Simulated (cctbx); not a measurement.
**A disordered crystal of nominal V2CdGa2**

Cell a = 3.9300 Å, b = 3.9300 Å, c = 9.8960 Å, α = 90.00°, β = 90.00°, γ = 90.00°; space group I4/mmm (no. 139); nominal formula V2CdGa2.

The data are simulated with cctbx, not measured: synchrotron X-rays, λ = 0.4959 Å, to d = 0.84 Å, 50 % of the full sphere, strongest reflection 20000 counts, noise from counting, a 2 % proportional error and a noise floor of 8 counts (s.d.); no absorption, and some extinction, which the refinements don't model.

With every site full:

```text
Rint 0.019, 59 unique reflections to 0.84 A
cycle     R1     wR2    GooF  max shift (A)
   1  0.1252  0.2606  15.569   0.00190
   2  0.0239  0.0547   3.267   0.00000
final R1 0.0239 wR2 0.0547 GooF 3.267  parameters 7  data/parameter 8.4
atom        x        y        z      Ueq    occ   su(xyz)  su(Uiso or U11)
Cd1    0.00000  0.00000  0.00000   0.0020  1.000  0.00000  0.0008
Ga1    0.50000  0.50000  0.12419   0.0069  1.000  0.00026  0.0007
V2     0.50000  0.00000  0.25000  -0.0016  1.000  0.00000  0.0009  NPD
difference map: max 1.05 min -1.82 rms 0.30
Q1    0.0000  0.5000  0.1975    8    1.12  0.52 A from V2
Q2    0.0000  0.0000  0.0449    4    1.01  0.44 A from Cd1
Q3    0.0000  0.0000  0.5000    2    0.85  1.23 A from Ga1
Q4    0.1456  0.1456  0.4512   16    0.68  1.10 A from Ga1
Q5    0.1469  0.1469  0.3272   16    0.57  0.95 A from Ga1
Q6    0.0000  0.4008  0.5000    8    0.56  2.00 A from Ga1
```

With the occupancies of the suspect sites free, each still typed as its main element:

```text
Rint 0.019, 59 unique reflections to 0.84 A
cycle     R1     wR2    GooF  max shift (A)
   1  0.0792  0.1689  10.287   0.00129
   3  0.0110  0.0213   1.298   0.00002
final R1 0.0109 wR2 0.0213 GooF 1.297  parameters 9  data/parameter 6.6
atom        x        y        z      Ueq    occ   su(xyz)  su(Uiso or U11)
Cd1    0.00000  0.00000  0.00000   0.0030  1.000  0.00000  0.0003
Ga1    0.50000  0.50000  0.12403   0.0046  0.954  0.00011  0.0003
V2     0.50000  0.00000  0.25000   0.0029  1.077  0.00000  0.0005
su of occupancy Ga1: 0.007
su of occupancy V2: 0.009
difference map: max 0.46 min -0.93 rms 0.20
Q1    0.1404  0.1404  0.3307   16    0.47  0.90 A from Ga1
Q2    0.0000  0.0000  0.0900    4    0.46  0.89 A from Cd1
Q3    0.1166  0.1166  0.4540   16    0.44  1.01 A from Ga1
Q4    0.0000  0.3956  0.0677   16    0.43  1.69 A from Cd1
Q5    0.0000  0.2938  0.1585   16    0.41  1.21 A from V2
Q6    0.0000  0.0000  0.2225    4    0.34  1.52 A from Ga1
```

**Question.** What is the disorder?

X-rays count electrons. Ga1 refines to 0.954(0.007), or 29.6 electrons; the site truly holds 0.85 Ga and 0.15 V, 29.8 electrons, which is 0.961 of Ga; V2 refines to 1.077(0.009), or 24.8 electrons; the site truly holds 0.85 V and 0.15 Ga, 24.2 electrons, which is 1.052 of V. A value under 1 can't tell vacancies from a lighter guest, and one over 1 needs a heavier guest; chemistry or a second radiation must settle which. Occupancy correlates with U and the scale, and the two elements' form factors differ in shape, so the match is approximate.

Freeing them takes R1 from 0.0239 to 0.0109 and GooF from 3.27 to 1.30.

The model is made up (kin elements in a known structure type, no relaxation), so it says nothing on whether the phase exists.

[Middle refinement cycles are left out of these outputs.]

[Logs are printed without paths, hosts, clocks, repeated set-up lines and the standing remarks that a program may print on its own settings, such as how far it seeks lower states.]
